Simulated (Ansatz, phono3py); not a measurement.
# Heat carried by phonons in LiF (Griceite, Fm-3m), part 3 of 6

How well does the lattice of LiF (Griceite) conduct heat?

Measurements to reproduce:
- thermal conductivity 17.6 W/m/K near room temperature (given in “Combining the AFLOW GIBBS and Elastic Libraries to efficiently and robustly screen thermo-mechanical properties of solids”, 2017, arXiv:1611.05714)
- thermal conductivity 17.6 W/m/K near room temperature (given in “Predicting the lattice thermal conductivity of solids by solving the Boltzmann transport equation: AFLOW - AAPL an automated, accurate and efficient framework”, 2017, arXiv:1611.05481)

Ansatz 0.2.0; DFT LDA, scalar-relativistic, plane waves, PAW.

So far. Step 2 (A first coarse run): The start is under -6.5 GPa at this level and looks like an insulator or semiconductor on this mesh. Step 5 (Tight relaxation): The residual pressure is -0.0052 GPa, small enough for phonons. The relaxed cell has a = 3.909 Å (conventional setting).

### 7. Third-order constants and the Boltzmann equation, k-mesh 9×9×9, third order supercell 3×3×3

Pairs of atoms inside the cutoff are displaced in a supercell, the forces give the cubic constants, and these give the three-phonon rates of the Boltzmann equation.

input.yaml

```yaml
crystal:
  lattice:
    - [0.0, 1.9544544221, 1.9544544221]
    - [1.9544544221, 0.0, 1.9544544221]
    - [1.9544544221, 1.9544544221, 0.0]
  atoms:
    - { symbol: Li, position: [0.0, 0.0, 0.0] }
    - { symbol: F, position: [0.5, 0.5, 0.5] }
kpoints:
  mp_grid: { grid: [9, 9, 9] }
hamiltonian:
  xc: lda
scf:
  occupations: { method: fixed }
output:
  eigenvalues: true
phonons:
  method: fd
  dielectric: true
  supercell: [3, 3, 3]
  temperatures: { t_max: 1000, t_step: 50 }
  qpath:
    path:
      - [[0.0, 0.0, 0.0], [0.5, 0.0, 0.5], [0.625, 0.25, 0.625]]
      - [[0.375, 0.375, 0.75], [0.0, 0.0, 0.0], [0.5, 0.5, 0.5], [0.5, 0.25, 0.75], [0.5, 0.0, 0.5]]
    npoints: 10
  third_order: { supercell: [3, 3, 3], pair_cutoff: 2.914 }
  lattice_thermal_conductivity:
    qmesh: [17, 17, 17]
    temperatures: [100.0, 150.0, 200.0, 300.0, 400.0, 500.0, 600.0, 800.0]
    isotope_mass_variance: [{ species: F, variance: 0.0 }, { species: Li, variance: 0.001459 }]
```

Command:

```console
$ ansatz run input.yaml --threads 16 --pin off --max-ram 30720MiB --backend cpu --events-out ev --progress --plain --runs-dir out
```

Numbers of over 12 decimals in the logs are rounded to 6 here.

Log:

```text
Warning: phonons.dielectric: true without phonons.rigid_motions: the static dielectric tensor ε⁰ will be withheld (ε∞, Z* and the rows of modes are given); for a crystal or a slab, whose only rigid motions are the translations, set phonons.rigid_motions: translations
[...]
Crystal: 54 atoms, lattice volume = 403.153 Å³
Basis set: ecut = 420 eV, 7799 PW (Γ)
Bands: 189, of which v1, the nominal top of the filled ones, is band 135 counted from 1 (134 counted from 0)
Symmetry: 1296 space group operations
k-points: 4 of 27
[...]
SCF iter   1: F=—  HF=-26964.813948 eV  |F-HF|=—  |Δ(HF+E_count)|=         —  Δρ=8.99e-9  dr2=1.16e-13  ethr=1.00e-12  ⟨swp⟩=3.0  Hψ=1806  notcnv=0
[...]
SCF iter   2: F=-26964.813948 eV  HF=-26964.813948 eV  |F-HF|=0.00e0  |Δ(HF+E_count)|=  1.09e-11  Δρ=3.48e-9  dr2=2.07e-14  ethr=1.00e-12  ⟨swp⟩=2.0  Hψ=1312  notcnv=0
SCF 1 converged in 2 iterations: F = -26964.813948 eV  dr2 = 2.07e-14
[...]
Crystal: 2 atoms, lattice volume = 14.932 Å³
Basis set: ecut = 420 eV, 283 PW (Γ), exchange–correlation on 40×40×40 points (8 copies of the dense FFT grid, shifted against one another)
Bands: 9, of which v1, the nominal top of the filled ones, is band 5 counted from 1 (4 counted from 0)
Symmetry: 48 space group operations
k-points: 75 of 729 (irreducible under 8 space group operations, time reversal used)
[...]
SCF iter   3: F=-998.696814 eV  HF=-998.696814 eV  |F-HF|=2.27e-13  |Δ(HF+E_count)|=  5.68e-13  Δρ=1.53e-7  dr2=9.17e-13  ethr=1.00e-12  ⟨swp⟩=1.0  Hψ=1650  notcnv=0
SCF 2 converged in 3 iterations: F = -998.696814 eV  dr2 = 9.17e-13
[...]
NSCF: frozen V_eff on 5 k-points
DFPT response loops at Γ: preconditioner auto → none (the input reference at scf.mixing.eps_inf says where Resta's filter doesn't serve); β = 0.50; Broyden in place of MSR1
Symmetry: 8 space group operations
k-points: 6 of 27 (time reversal used)
[...]
SCF iter   7: F=-26964.813935 eV  HF=-26964.813935 eV  |F-HF|=0.00e0  |Δ(HF+E_count)|=  5.82e-11  Δρ=4.24e-8  dr2=5.82e-12  ethr=1.00e-12  ⟨swp⟩=4.0  Hψ=3931  notcnv=0
SCF 3 converged in 7 iterations: F = -26964.813935 eV  dr2 = 5.82e-12
[...]
SCF iter   7: F=-26964.813929 eV  HF=-26964.813929 eV  |F-HF|=0.00e0  |Δ(HF+E_count)|=  7.28e-12  Δρ=3.56e-8  dr2=2.50e-12  ethr=1.00e-12  ⟨swp⟩=4.0  Hψ=3354  notcnv=0
SCF 4 converged in 7 iterations: F = -26964.813929 eV  dr2 = 2.50e-12
[...]
Symmetry: 324 space group operations
k-points: 6 of 27
[...]
SCF iter   2: F=-26964.813948 eV  HF=-26964.813948 eV  |F-HF|=3.64e-12  |Δ(HF+E_count)|=  8.26e-10  Δρ=2.22e-8  dr2=1.04e-12  ethr=1.00e-12  ⟨swp⟩=3.2  Hψ=2779  notcnv=0
SCF 5 converged in 2 iterations: F = -26964.813948 eV  dr2 = 1.04e-12
Symmetry: 6 space group operations
[...]
SCF iter   7: F=-26964.811949 eV  HF=-26964.811949 eV  |F-HF|=1.42e-10  |Δ(HF+E_count)|=   8.92e-9  Δρ=5.03e-7  dr2=7.86e-10  ethr=1.00e-12  ⟨swp⟩=2.0  Hψ=3431  notcnv=0
SCF 6 converged in 7 iterations: F = -26964.811949 eV  dr2 = 7.86e-10
Symmetry: 2 space group operations
k-points: 10 of 27 (time reversal used)
[...]
SCF iter   8: F=-26964.807620 eV  HF=-26964.807620 eV  |F-HF|=1.82e-11  |Δ(HF+E_count)|=  1.53e-10  Δρ=1.69e-7  dr2=9.09e-11  ethr=1.00e-12  ⟨swp⟩=3.0  Hψ=4627  notcnv=0
SCF 7 converged in 8 iterations: F = -26964.807620 eV  dr2 = 9.09e-11
[...]
SCF iter   7: F=-26964.812258 eV  HF=-26964.812258 eV  |F-HF|=9.09e-11  |Δ(HF+E_count)|=   7.71e-9  Δρ=4.52e-7  dr2=6.29e-10  ethr=1.00e-12  ⟨swp⟩=2.0  Hψ=5620  notcnv=0
SCF 8 converged in 7 iterations: F = -26964.812258 eV  dr2 = 6.29e-10
Symmetry: 1 space group operations
k-points: 14 of 27 (time reversal used)
[...]
SCF iter   8: F=-26964.810414 eV  HF=-26964.810414 eV  |F-HF|=1.09e-11  |Δ(HF+E_count)|=  2.33e-10  Δρ=1.52e-7  dr2=8.20e-11  ethr=1.00e-12  ⟨swp⟩=3.0  Hψ=6078  notcnv=0
SCF 9 converged in 8 iterations: F = -26964.810414 eV  dr2 = 8.20e-11
[...]
SCF 10 converged in 8 iterations: F = -26964.809835 eV  dr2 = 6.66e-11
[...]
SCF 11 converged in 8 iterations: F = -26964.810064 eV  dr2 = 5.57e-11
[...]
SCF 12 converged in 8 iterations: F = -26964.809468 eV  dr2 = 5.81e-11
[...]
SCF 13 converged in 8 iterations: F = -26964.810411 eV  dr2 = 8.10e-11
[...]
SCF 14 converged in 8 iterations: F = -26964.809835 eV  dr2 = 9.96e-11
[...]
SCF 15 converged in 8 iterations: F = -26964.810047 eV  dr2 = 8.76e-11
[...]
SCF 16 converged in 8 iterations: F = -26964.809489 eV  dr2 = 1.01e-10
[...]
SCF 17 converged in 8 iterations: F = -26964.809457 eV  dr2 = 8.19e-11
[...]
SCF 18 converged in 8 iterations: F = -26964.809363 eV  dr2 = 8.06e-11
[...]
SCF 19 converged in 8 iterations: F = -26964.808733 eV  dr2 = 7.25e-11
[...]
SCF 20 converged in 8 iterations: F = -26964.808808 eV  dr2 = 7.68e-11
[...]
SCF 21 converged in 8 iterations: F = -26964.809835 eV  dr2 = 9.05e-11
[...]
SCF 22 converged in 8 iterations: F = -26964.809688 eV  dr2 = 6.18e-11
[...]
SCF 23 converged in 8 iterations: F = -26964.809691 eV  dr2 = 9.13e-11
[...]
SCF 24 converged in 8 iterations: F = -26964.810208 eV  dr2 = 7.22e-11
[...]
SCF 25 converged in 8 iterations: F = -26964.810194 eV  dr2 = 1.00e-10
[...]
SCF 26 converged in 8 iterations: F = -26964.810055 eV  dr2 = 7.21e-11
[...]
SCF 27 converged in 8 iterations: F = -26964.809442 eV  dr2 = 5.69e-11
[...]
SCF 28 converged in 8 iterations: F = -26964.809453 eV  dr2 = 8.28e-11
[...]
SCF 29 converged in 8 iterations: F = -26964.808813 eV  dr2 = 7.90e-11
[...]
SCF iter   8: F=-26964.809458 eV  HF=-26964.809458 eV  |F-HF|=0.00e0  |Δ(HF+E_count)|=  2.11e-10  Δρ=1.37e-7  dr2=6.17e-11  ethr=1.00e-12  ⟨swp⟩=3.0  Hψ=6103  notcnv=0
SCF 47 converged in 8 iterations: F = -26964.809458 eV  dr2 = 6.17e-11
[...]
SCF iter   8: F=-26964.808816 eV  HF=-26964.808816 eV  |F-HF|=1.09e-11  |Δ(HF+E_count)|=  2.36e-10  Δρ=1.31e-7  dr2=6.08e-11  ethr=1.00e-12  ⟨swp⟩=3.0  Hψ=6123  notcnv=0
SCF 48 converged in 8 iterations: F = -26964.808816 eV  dr2 = 6.08e-11
[...]
SCF iter   8: F=-26964.808726 eV  HF=-26964.808726 eV  |F-HF|=2.18e-11  |Δ(HF+E_count)|=  8.00e-11  Δρ=1.13e-7  dr2=4.89e-11  ethr=1.00e-12  ⟨swp⟩=3.0  Hψ=4411  notcnv=0
SCF 49 converged in 8 iterations: F = -26964.808726 eV  dr2 = 4.89e-11
[...]
SCF iter   7: F=-26964.808206 eV  HF=-26964.808206 eV  |F-HF|=2.11e-10  |Δ(HF+E_count)|=   2.14e-9  Δρ=4.00e-7  dr2=3.66e-10  ethr=1.00e-12  ⟨swp⟩=3.4  Hψ=6525  notcnv=0
SCF 50 converged in 7 iterations: F = -26964.808206 eV  dr2 = 3.66e-10
[...]
SCF iter   7: F=-26964.808208 eV  HF=-26964.808208 eV  |F-HF|=2.07e-10  |Δ(HF+E_count)|=   2.68e-9  Δρ=4.04e-7  dr2=3.80e-10  ethr=1.00e-12  ⟨swp⟩=2.0  Hψ=8050  notcnv=0
SCF 51 converged in 7 iterations: F = -26964.808208 eV  dr2 = 3.80e-10
[...]
SCF iter   7: F=-26964.808203 eV  HF=-26964.808203 eV  |F-HF|=1.86e-10  |Δ(HF+E_count)|=   2.56e-9  Δρ=3.84e-7  dr2=3.51e-10  ethr=1.00e-12  ⟨swp⟩=3.9  Hψ=6969  notcnv=0
SCF 52 converged in 7 iterations: F = -26964.808203 eV  dr2 = 3.51e-10
[...]
SCF iter   7: F=-26964.808442 eV  HF=-26964.808442 eV  |F-HF|=1.56e-10  |Δ(HF+E_count)|=   2.16e-9  Δρ=3.84e-7  dr2=3.19e-10  ethr=1.00e-12  ⟨swp⟩=3.7  Hψ=6579  notcnv=0
SCF 53 converged in 7 iterations: F = -26964.808442 eV  dr2 = 3.19e-10
[...]
SCF iter   7: F=-26964.808425 eV  HF=-26964.808425 eV  |F-HF|=1.82e-10  |Δ(HF+E_count)|=   1.90e-9  Δρ=3.83e-7  dr2=3.17e-10  ethr=1.00e-12  ⟨swp⟩=3.3  Hψ=6486  notcnv=0
SCF 54 converged in 7 iterations: F = -26964.808425 eV  dr2 = 3.17e-10
[...]
SCF iter   7: F=-26964.808433 eV  HF=-26964.808433 eV  |F-HF|=1.82e-10  |Δ(HF+E_count)|=   1.78e-9  Δρ=3.90e-7  dr2=3.35e-10  ethr=1.00e-12  ⟨swp⟩=3.2  Hψ=6485  notcnv=0
SCF 55 converged in 7 iterations: F = -26964.808433 eV  dr2 = 3.35e-10
SCF converged after 2 iterations
Free energy (F): -26964.813948 eV
[...]
Internal energy: -26964.813948 eV  (E = F + TS)
E sigma→0 (E₀):  -26964.813948 eV
Fermi energy:    1.350361 eV
[...]
--- Band table (eV) ---
  k-point 0: bands = [... 131 lower, 1.1490, 1.3504, 1.3504, 1.3504, 11.0478, 12.3283, 12.3283, 12.3283, ... 50 higher]
  k-point 1: bands = [... 131 lower, 1.2362, 1.2362, 1.3170, 1.3170, 11.3856, 12.0292, 12.2490, 12.7595, ... 50 higher]
  k-point 2: bands = [... 131 lower, 1.2745, 1.2745, 1.2745, 1.2745, 11.5401, 12.5371, 12.5371, 12.5371, ... 50 higher]
  k-point 3: bands = [... 131 lower, 1.1342, 1.1342, 1.1621, 1.3433, 11.8741, 12.1979, 12.1979, 12.7877, ... 50 higher]
--- Phonons: 2 displaced members + reference (amplitude 0.0025 Å, Σ member SCF iterations 14) ---
  symmetry images taken by strict's conditions (phonons.symmetry_images: auto; settled by no image being taken that strict refuses); asymmetry of the core-correction force 1.8e-15 eV/Å at the most on a site, 3.9e-14 eV/Å summed over every site of the supercell
  ASR residual: 4.499e-4 → 0.000e0 eV/Å²; symmetrization residual: 2.449e-5 eV/Å²
  largest component of a force at the reference: 3.7e-28 eV/Å
  ASR residual per site (eV/Å²): 2.84e-5 4.50e-4
  Γ frequencies (cm⁻¹): 0.00 0.00 0.00 339.22 339.22 339.22
  Unit cell's response to a homogeneous field, on a k mesh of 9×9×9: 1 representative field direction (Σ response iterations 6)
  ε∞ (high-frequency dielectric tensor):
        2.118220    -0.000000    -0.000000
       -0.000000     2.118220    -0.000000
        0.000000     0.000000     2.118220
  ε⁰ (static dielectric tensor): not given — the deck does not say what the cell's rigid motions are, and on a molecule in a box or a wire the rigid rotations would enter the sum over the modes at Γ. For a crystal or a slab, whose only rigid motions are the translations, set phonons.rigid_motions: translations.
  Born effective charges Z* (e; rows j = field, columns β = displacement):
    site 0:
         1.04053    0.00000    0.00000
        -0.00000    1.04053    0.00000
         0.00000    0.00000    1.04053
    site 1:
        -1.04053   -0.00000    0.00000
         0.00000   -1.04053   -0.00000
         0.00000   -0.00000   -1.04053
  Z* charge neutrality: 2.113e-6 e pre-enforcement
  k-mesh period / interband length: 24.9 Å / 0.78 Å = 31.76 at k = (0.0000, 0.0000, 0.4444), direct gap 11.155 eV — 14 or more, which is no proof of convergence
  optical modes at Γ without the LO–TO term, one row a degenerate level:
      ω (cm⁻¹)  modes    IR ((D/Å)²/amu)
        339.22      3            14.7422
  optical modes at Γ + LO–TO along q̂ = [1.0000, 0.0000, 0.0000]:
      ω (cm⁻¹)  modes    IR ((D/Å)²/amu)
        339.22      2             9.8282
        668.17      1             4.9141
  optical modes at Γ + LO–TO along q̂ = [0.0000, 1.0000, 0.0000]:
      ω (cm⁻¹)  modes    IR ((D/Å)²/amu)
        339.22      2             9.8282
        668.17      1             4.9141
  optical modes at Γ + LO–TO along q̂ = [0.0000, 0.0000, 1.0000]:
      ω (cm⁻¹)  modes    IR ((D/Å)²/amu)
        339.22      2             9.8282
        668.17      1             4.9141
  density of states and harmonic sums: on the 27×27×27 q-mesh, interpolated from the force constants of a 3×3×3 supercell (with the dipole–dipole term)
  largest difference from the sums on the solved wave vectors: F 1.69e-2 eV, S 2.67e-5 and C_V 9.39e-6 eV/K
  zero-point energy: 0.129095 eV/cell   skipped modes (ω ≤ 0): 3   left out of the sums: 2.54e-5 of the cell's modes: C_V's classical limit lies that fraction below 3 k_B per atom; for a crystal, a wire or a layer, F and S can be off by more, and a phonons.interpolated_qmesh denser along its periods is the remedy for the sampling
--- Third-order force constants: 50 member SCFs in a 3×3×3 supercell (pair cutoff 2.914 Å, amplitude 0.03 Å, SCF threshold 1.00e-9 eV, Σ member SCF iterations 381) ---
[...]
sum-rule residual: 1.616e-1 → 3.821e-15 eV/Å³; symmetrization residual: 1.249e-2 eV/Å³; largest sum-rule correction relative to its orbit: 6.705e-2, on the orbit of the block of home site 1 with site 1 of cell (-1, 0, 0) and site 1 of cell (-1, 0, 0), whose norm before the correction was 2.673e0 eV/Å³
--- Lattice thermal conductivity: 17×17×17 mesh (165 irreducible points), tetrahedron method ---
  three-phonon and isotope scattering only; four-phonon, boundary and, in a metal, phonon-electron scattering are left out
  each conductivity is what the modes' populations carry and what the coherences between them add
  conductivity (a third of the tensor's trace), W/(m K), in the relaxation-time approximation and from the full solution:
       T (K)   relaxation time   full solution  iterations             ending  least Ritz value
      100.00           90.8610        108.4973           8          converged          5.367e-1
      150.00           47.3178         53.9268           8          converged          5.971e-1
      200.00           32.1194         35.8608           8          converged          6.154e-1
      300.00           19.9552         21.9054           8          converged          6.206e-1
      400.00           14.7176         16.0472           8          converged          6.184e-1
      500.00           11.7716         12.7899           8          converged          6.159e-1
      600.00            9.8729         10.7029           8          converged          6.138e-1
      800.00            7.5607          8.1717           8          converged          6.109e-1
```

Elapsed: 7.7 min, on 16 threads of Arm Neoverse N1, shared host; peak memory 4.3 GiB; 2 h of CPU time.

This step gave:

```yaml
gamma_frequencies: 0, 0, 0, 339.2, 339.2, 339.2 cm⁻¹ (negative: imaginary)
lowest_frequency_on_the_path: 0 cm⁻¹
zero_point_energy: 0.1291 eV/cell
point_group: m-3m
highest_frequency: 668.2 cm⁻¹
debye_temperature_from_the_second_moment: 679 K
kappa_at_300_k_relaxation_time: 19.96 W/m/K
kappa_at_300_k_full_solution: 21.91 W/m/K
dipole_term: run
mean_free_path_at_half_of_kappa: 13 nm
share_of_kappa_above_the_three_lowest_branches: 0.097
third_order_blocks: 350
periodic_aliases_dropped: 24
largest_relative_sum_rule_correction: 0.06705
displaced_cells_third_order: 50
```

LO-TO term included. The phonon branches at the labelled points (cm⁻¹):

```
    point  branch 1  branch 2  branch 3  branch 4  branch 5  branch 6
        Γ         0         0         0       339       339       668
  halfway       179       179       280       364       364       583
        X       259       259       365       365       380       465
  halfway       259       282       362       374       386       459
        U       256       325       350       356       439       443
jump to K       256       325       350       356       439       443
  halfway       182       210       293       311       380       616
        Γ         0         0         0       339       339       668
  halfway       152       152       268       331       331       652
        L       233       233       322       322       400       624
  halfway       250       287       340       369       384       545
        W       288       335       335       395       420       420
  halfway       275       287       369       380       382       453
        X       259       259       365       365       380       465
```

The phonon branches as a text plot (rows in cm⁻¹):

```
    654 |***                      ************
    626 |   ***                 **            *****
    599 |                      *                   **
    571 |      *             **                      *
    543 |       *                                     *
    515 |        *          *                          *
    487 |         **       *                            *
    459 |           ******                                   ****
    432 |                ****                            ****
    404 |               *    ***                *****  ** ***
    376 |      **********       **             *     *** *  *****
    348 |******  *     ********   *********   *     *********
    320 |       *        ** *********      ***********  ** **
    292 |      *       **    ** *                     ** *****
    264 |           ********                *       ** **     ***
    237 |    **  ***        **** *              *******
    209 |       *              ** **       *  **
    181 |   *  *                **        *  *
    153 |    **                  *          *
    125 |  **                     ***    * *
     97 |                                 *
     70 | **                        **  **
     42 | *                          *  *
     14 |*                            **
         Γ           X  U|K            Γ         L        W     X
```

W/m/K. Kappa, by row:

```
T (K)  RTA xx  RTA yy  RTA zz  full xx  full yy  full zz  coherence part xx  coherence part yy  coherence part zz     ending  iterations  least Ritz value
  100   90.86   90.86   90.86    108.5    108.5    108.5            0.05273            0.05273            0.05273  converged           8             0.537
  150   47.32   47.32   47.32    53.93    53.93    53.93             0.1335             0.1335             0.1335  converged           8             0.597
  200   32.12   32.12   32.12    35.86    35.86    35.86             0.2038             0.2038             0.2038  converged           8             0.615
  300   19.96   19.96   19.96    21.91    21.91    21.91             0.3091             0.3091             0.3091  converged           8             0.621
  400   14.72   14.72   14.72    16.05    16.05    16.05             0.3846             0.3846             0.3846  converged           8             0.618
  500   11.77   11.77   11.77    12.79    12.79    12.79             0.4427             0.4427             0.4427  converged           8             0.616
  600   9.873   9.873   9.873     10.7     10.7     10.7             0.4895             0.4895             0.4895  converged           8             0.614
  800   7.561   7.561   7.561    8.172    8.172    8.172             0.5612             0.5612             0.5612  converged           8             0.611
```

The lattice thermal conductivity by temperature:

```
temperature (K)  RTA xx (W/m/K)  full xx (W/m/K)
            100            90.9              108
            150            47.3             53.9
            200            32.1             35.9
            300            20.0             21.9
            400            14.7             16.1
            500            11.8             12.8
            600            9.87             10.7
            800            7.56             8.17
```

Phonopy on the run's constants, 21x21x21 mesh, Gaussian sigma 5.1 cm⁻¹. Table of modes by wavenumber; read off at these points; values in 1/cm⁻¹/cell:

```
wavenumber (cm⁻¹)        F       Li
              0.0   2.0e-5   1.0e-5
             20.0   1.5e-5   7.3e-6
             40.0   1.1e-4   4.0e-5
             60.0   4.7e-4   1.7e-4
             80.0   7.3e-4   2.5e-4
            100.0  0.00106   3.6e-4
            120.0  0.00132   4.2e-4
            140.0  0.00238   7.1e-4
            160.0  0.00335   9.0e-4
            180.0  0.00438  0.00107
            200.0  0.00589  0.00116
            220.0   0.0107  0.00151
            240.0   0.0204  0.00165
            257.0   0.0217  0.00196
            260.0   0.0204  0.00185
            280.0   0.0122   9.5e-4
            300.0  0.00950   9.1e-4
            320.0   0.0103   0.0164
            340.0   0.0110   0.0223
            360.0   0.0242   0.0253
            380.0  0.00756   0.0147
            400.0  0.00178  0.00959
            420.0   4.5e-5  0.00439
            440.0   1.1e-5  0.00169
            460.0   1.2e-4  0.00432
            480.0   1.5e-4  0.00385
            500.0   1.9e-4  0.00420
            520.0   2.4e-4  0.00434
            540.0   3.0e-4  0.00401
            560.0   3.8e-4  0.00443
            580.0   4.6e-4  0.00481
            600.0   5.7e-4  0.00503
            620.0   6.8e-4  0.00491
            640.0   7.2e-4  0.00307
            660.0   4.5e-4  0.00141
            680.0        0   9.5e-6
```

(Part 3 of 6 ends here.)

[Logs are printed without paths, hosts, clocks, repeated set-up lines and the standing remarks that a program may print on its own settings, such as how far it seeks lower states.]

[Hosts, paths, dates, database ids (printed as entryN), source tags and the programs' standing remarks are cut or masked in the printed files.]

[A step with changed settings may run another functional than the one named; its input shows which.]
